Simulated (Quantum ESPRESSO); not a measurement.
# Mo2C: parallel and opposed starts

Wanted: the moments of Mo2C and the energy of each order that was tried.

Program: Quantum ESPRESSO 7.5. Level of theory: PBEsol; plane waves with GBRV 1.5 PBEsol potentials, no spin-orbit coupling. Results are calculated unless marked as measured.

### Step 1. Starting point

It takes space group Pbcn (No. 60, orthorhombic). The conventional cell has a = 4.735 Å, b = 6.025 Å, c = 5.210 Å, α = 90.00°, β = 90.00°, γ = 90.00°. Mo has 3 C at 2.09 to 2.12 Å nearest. C has 6 Mo at 2.09 to 2.12 Å nearest. Farther neighbours are not listed.

The cell comes from the Crystallography Open Database.

### Step 2. Run 1, typed as ferro ++++++++

The signs are those of the starting moments on the seeded atoms, the atoms that are given a moment.

Input file pw.in:

```
&CONTROL
  calculation = 'scf'
  prefix = 'pwscf'
  outdir = './tmp'
  pseudo_dir = './pseudo'
  disk_io = 'nowf'
/
&SYSTEM
  ibrav = 0
  celldm(1) = 8
  nat = 12
  ntyp = 2
  ecutwfc = 40
  ecutrho = 280
  nbnd = 85
  occupations = 'smearing'
  smearing = 'fd'
  degauss = 0.00734986
  nspin = 2
  starting_magnetization(1) = 0.0714
  starting_magnetization(2) = 0
/
&ELECTRONS
  conv_thr = 2.4d-08
  electron_maxstep = 150
  mixing_beta = 0.3
/
ATOMIC_SPECIES
Mo     95.9500 mo_pbesol_v1.uspp.F.UPF
C      12.0110 c_pbesol_v1.2.uspp.F.UPF
CELL_PARAMETERS alat
   1.1184816500129    0.0000000000000    0.0000000000000
   0.0000000000000    1.4231999876088    0.0000000000000
   0.0000000000000    0.0000000000000    1.2306841386625
ATOMIC_POSITIONS crystal
Mo      0.2450000000    0.1250000000    0.0830000000
Mo      0.2550000000    0.3750000000    0.5830000000
Mo      0.7450000000    0.3750000000    0.9170000000
Mo      0.7550000000    0.1250000000    0.4170000000
Mo      0.7550000000    0.8750000000    0.9170000000
Mo      0.7450000000    0.6250000000    0.4170000000
Mo      0.2550000000    0.6250000000    0.0830000000
Mo      0.2450000000    0.8750000000    0.5830000000
C       0.0000000000    0.3750000000    0.2500000000
C       0.5000000000    0.1250000000    0.7500000000
C       0.0000000000    0.6250000000    0.7500000000
C       0.5000000000    0.8750000000    0.2500000000
K_POINTS automatic
6 6 6 0 0 0
```

Run with:

```sh
OMP_NUM_THREADS=1 mpirun -n 4 pw.x -nk 4 -in pw.in > pw.out
```

The program printed:

```text
Program PWSCF v.7.5 starts

     Message from routine setup:
     using ibrav=0 with symmetry is DISCOURAGED, use correct ibrav instead

     K-points division:     npool     =       4
     Subspace diagonalization in iterative solution of the eigenvalue problem:

     G-vector sticks info
     --------------------
     sticks:   dense  smooth     PW     G-vecs:    dense   smooth      PW
     Sum        2267    1293    379                79395    34195    5507

     Using Slab Decomposition

     bravais-lattice index     =            0
     lattice parameter (alat)  =       8.0000  a.u.
     unit-cell volume          =    1003.0241 (a.u.)^3
     number of atoms/cell      =           12
     number of atomic types    =            2
     number of electrons       =       128.00
     number of Kohn-Sham states=           85
     kinetic-energy cutoff     =      40.0000  Ry
     charge density cutoff     =     280.0000  Ry
     scf convergence threshold =      2.4E-08
     mixing beta               =       0.3000
     number of iterations used =            8  plain     mixing
     Exchange-correlation= SLA  PW   PSX  PSC
                           (   1   4  10   8   0   0   0)

     celldm(1)=   8.000000  celldm(2)=   0.000000  celldm(3)=   0.000000
     celldm(4)=   0.000000  celldm(5)=   0.000000  celldm(6)=   0.000000

     crystal axes: (cart. coord. in units of alat)
               a(1) = (   1.118482   0.000000   0.000000 )
               a(2) = (   0.000000   1.423200   0.000000 )
               a(3) = (   0.000000   0.000000   1.230684 )

     reciprocal axes: (cart. coord. in units 2 pi/alat)
               b(1) = (  0.894069  0.000000  0.000000 )
               b(2) = (  0.000000  0.702642  0.000000 )
               b(3) = (  0.000000  0.000000  0.812556 )

     PseudoPot. # 1 for Mo read from file:
     mo_pbesol_v1.uspp.F.UPF
     Pseudo is Ultrasoft + core correction, Zval = 14.0
     Generated by new atomic code, or converted to UPF format
     Using radial grid of  889 points,  6 beta functions with:
                l(1) =   0
                l(2) =   0
                l(3) =   1
                l(4) =   1
                l(5) =   2
                l(6) =   2
     Q(r) pseudized with  6 coefficients,  rinner =    1.000   1.000   1.000
                                                       1.000   1.000

     PseudoPot. # 2 for C  read from file:
     c_pbesol_v1.2.uspp.F.UPF
     Pseudo is Ultrasoft + core correction, Zval =  4.0
     Generated by new atomic code, or converted to UPF format
     Using radial grid of  721 points,  4 beta functions with:
                l(1) =   0
                l(2) =   0
                l(3) =   1
                l(4) =   1
     Q(r) pseudized with  8 coefficients,  rinner =    1.100   1.100   1.100

     atomic species   valence    mass     pseudopotential
     Mo               14.00    95.95000     Mo( 1.00)
     C                 4.00    12.01100     C ( 1.00)

     Starting magnetic structure
     atomic species   magnetization
     Mo              0.071
     C               0.000

      8 Sym. Ops., with inversion, found ( 6 have fractional translation)

   Cartesian axes

     site n.     atom                  positions (alat units)
         1        Mo     tau(   1) = (   0.2740280   0.1779000   0.1021468  )
         2        Mo     tau(   2) = (   0.2852128   0.5337000   0.7174889  )
         3        Mo     tau(   3) = (   0.8332688   0.5337000   1.1285374  )
         4        Mo     tau(   4) = (   0.8444536   0.1779000   0.5131953  )
         5        Mo     tau(   5) = (   0.8444536   1.2453000   1.1285374  )
         6        Mo     tau(   6) = (   0.8332688   0.8895000   0.5131953  )
         7        Mo     tau(   7) = (   0.2852128   0.8895000   0.1021468  )
         8        Mo     tau(   8) = (   0.2740280   1.2453000   0.7174889  )
         9        C      tau(   9) = (   0.0000000   0.5337000   0.3076710  )
        10        C      tau(  10) = (   0.5592408   0.1779000   0.9230131  )
        11        C      tau(  11) = (   0.0000000   0.8895000   0.9230131  )
        12        C      tau(  12) = (   0.5592408   1.2453000   0.3076710  )

     number of k points=    64  Fermi-Dirac smearing, width (Ry)=  0.0073
                       cart. coord. in units 2pi/alat
        k(    1) = (   0.0000000   0.0000000   0.0000000), wk =   0.0046296
        k(    2) = (   0.0000000   0.0000000   0.1354260), wk =   0.0092593
        k(    3) = (   0.0000000   0.0000000   0.2708521), wk =   0.0092593
        k(    4) = (   0.0000000   0.0000000  -0.4062781), wk =   0.0046296
        k(    5) = (   0.0000000   0.1171070   0.0000000), wk =   0.0092593
        [... 59 further k-points ...]

     Dense  grid:    79395 G-vectors     FFT dimensions: (  48,  64,  54)

     Smooth grid:    34195 G-vectors     FFT dimensions: (  40,  48,  40)

     Generating pointlists ...
     new r_m :   0.2037 (alat units)  1.6298 (a.u.) for type    1
     new r_m :   0.2037 (alat units)  1.6298 (a.u.) for type    2

     Initial potential from superposition of free atoms

     starting charge     127.9921, renormalised to     128.0000
     Starting wfcs are  120 randomized atomic wfcs

     Self-consistent Calculation

     iteration #  1     ecut=    40.00 Ry     beta= 0.30
     Davidson diagonalization with overlap
     ethr =  1.00E-02,  avg # of iterations =  2.0

     total energy              =   -1160.33423080 Ry
     estimated scf accuracy    <       2.24827721 Ry

     total magnetization       =     1.90 Bohr mag/cell
     absolute magnetization    =     2.08 Bohr mag/cell

     iteration #  2     ecut=    40.00 Ry     beta= 0.30
     Davidson diagonalization with overlap
     ethr =  1.76E-03,  avg # of iterations =  2.0

     total energy              =   -1160.76114454 Ry
     estimated scf accuracy    <       0.06617268 Ry

     total magnetization       =     1.46 Bohr mag/cell
     absolute magnetization    =     1.67 Bohr mag/cell

     iteration #  3     ecut=    40.00 Ry     beta= 0.30
     Davidson diagonalization with overlap
     ethr =  5.17E-05,  avg # of iterations =  4.2

     total energy              =   -1160.78241794 Ry
     estimated scf accuracy    <       0.02928478 Ry

     total magnetization       =     1.17 Bohr mag/cell
     absolute magnetization    =     1.35 Bohr mag/cell

     [... further iterations left out ...]

     iteration #  9     ecut=    40.00 Ry     beta= 0.30
     Davidson diagonalization with overlap
     ethr =  2.75E-08,  avg # of iterations =  2.8

     total energy              =   -1160.79378121 Ry
     estimated scf accuracy    <       0.00000124 Ry

     total magnetization       =     0.01 Bohr mag/cell
     absolute magnetization    =     0.01 Bohr mag/cell

     iteration # 10     ecut=    40.00 Ry     beta= 0.30
     Davidson diagonalization with overlap
     ethr =  9.72E-10,  avg # of iterations =  3.3

     total energy              =   -1160.79378212 Ry
     estimated scf accuracy    <       0.00000054 Ry

     total magnetization       =     0.00 Bohr mag/cell
     absolute magnetization    =     0.01 Bohr mag/cell

     iteration # 11     ecut=    40.00 Ry     beta= 0.30
     Davidson diagonalization with overlap
     ethr =  4.24E-10,  avg # of iterations =  2.6

     total energy              =   -1160.79378250 Ry
     estimated scf accuracy    <       0.00000003 Ry

     total magnetization       =    -0.00 Bohr mag/cell
     absolute magnetization    =     0.00 Bohr mag/cell

     iteration # 12     ecut=    40.00 Ry     beta= 0.30
     Davidson diagonalization with overlap
     ethr =  1.98E-11,  avg # of iterations =  2.5

     Magnetic moment per site  (integrated on atomic sphere of radius R)
     atom   1 (R=0.204)  charge=  9.6035  magn=  0.0001
     atom   2 (R=0.204)  charge=  9.6035  magn=  0.0001
     atom   3 (R=0.204)  charge=  9.6035  magn=  0.0001
     atom   4 (R=0.204)  charge=  9.6035  magn=  0.0001
     atom   5 (R=0.204)  charge=  9.6035  magn=  0.0001
     atom   6 (R=0.204)  charge=  9.6035  magn=  0.0001
     atom   7 (R=0.204)  charge=  9.6035  magn=  0.0001
     atom   8 (R=0.204)  charge=  9.6035  magn=  0.0001
     atom   9 (R=0.204)  charge=  3.4769  magn= -0.0001
     atom  10 (R=0.204)  charge=  3.4769  magn= -0.0001
     atom  11 (R=0.204)  charge=  3.4769  magn= -0.0001
     atom  12 (R=0.204)  charge=  3.4769  magn= -0.0001

     End of self-consistent calculation

     Number of k-points >= 100: set verbosity='high' to print the bands.

     the Fermi energy is    20.0059 ev

!    total energy              =   -1160.79378255 Ry
     estimated scf accuracy    <       0.00000001 Ry
     smearing contrib. (-TS)   =      -0.01668310 Ry
     internal energy E=F+TS    =   -1160.77709945 Ry

     The total energy is F=E-TS. E is the sum of the following terms:
     one-electron contribution =    -150.86737939 Ry
     hartree contribution      =     154.25679128 Ry
     xc contribution           =    -168.31227381 Ry
     ewald contribution        =    -995.85423753 Ry

     total magnetization       =     0.00 Bohr mag/cell
     absolute magnetization    =     0.00 Bohr mag/cell

     convergence has been achieved in  12 iterations

=------------------------------------------------------------------------------=
   JOB DONE.
=------------------------------------------------------------------------------=
```

Run time: 2.1 min. Hardware: 4 MPI ranks of AMD EPYC 9R45, shared host; peak memory 1.4 GiB; 8.2 min of CPU time.

Spin moment in the atom's sphere by atom:

```csv
atom,spin moment in the atom's sphere (μB)
Mo1,0.0001
Mo2,0.0001
Mo3,0.0001
Mo4,0.0001
Mo5,0.0001
Mo6,0.0001
Mo7,0.0001
Mo8,0.0001
C9,-0.0001
C10,-0.0001
C11,-0.0001
C12,-0.0001
```

Numbers from this step:

```yaml
smearing_term_ts: 0.2270 eV
magnetization: 0 μB
absolute_magnetization: 0 μB
final_state: non-magnetic
```

[end of part 1 of 2]

[Logs and program files are shortened in this print: banners, set-up blocks, solver, clock and traceback lines can be left out without a mark of their own.]

[Logs are printed without paths, hosts, clocks, repeated set-up lines and the standing remarks that a program may print on its own settings, such as how far it seeks lower states.]

[Hosts, paths, dates, database ids (printed as entryN), source tags and the programs' standing remarks are cut or masked in the printed files.]

[Where a cell is said to come from a database of computed structures, the database is the Materials Project.]
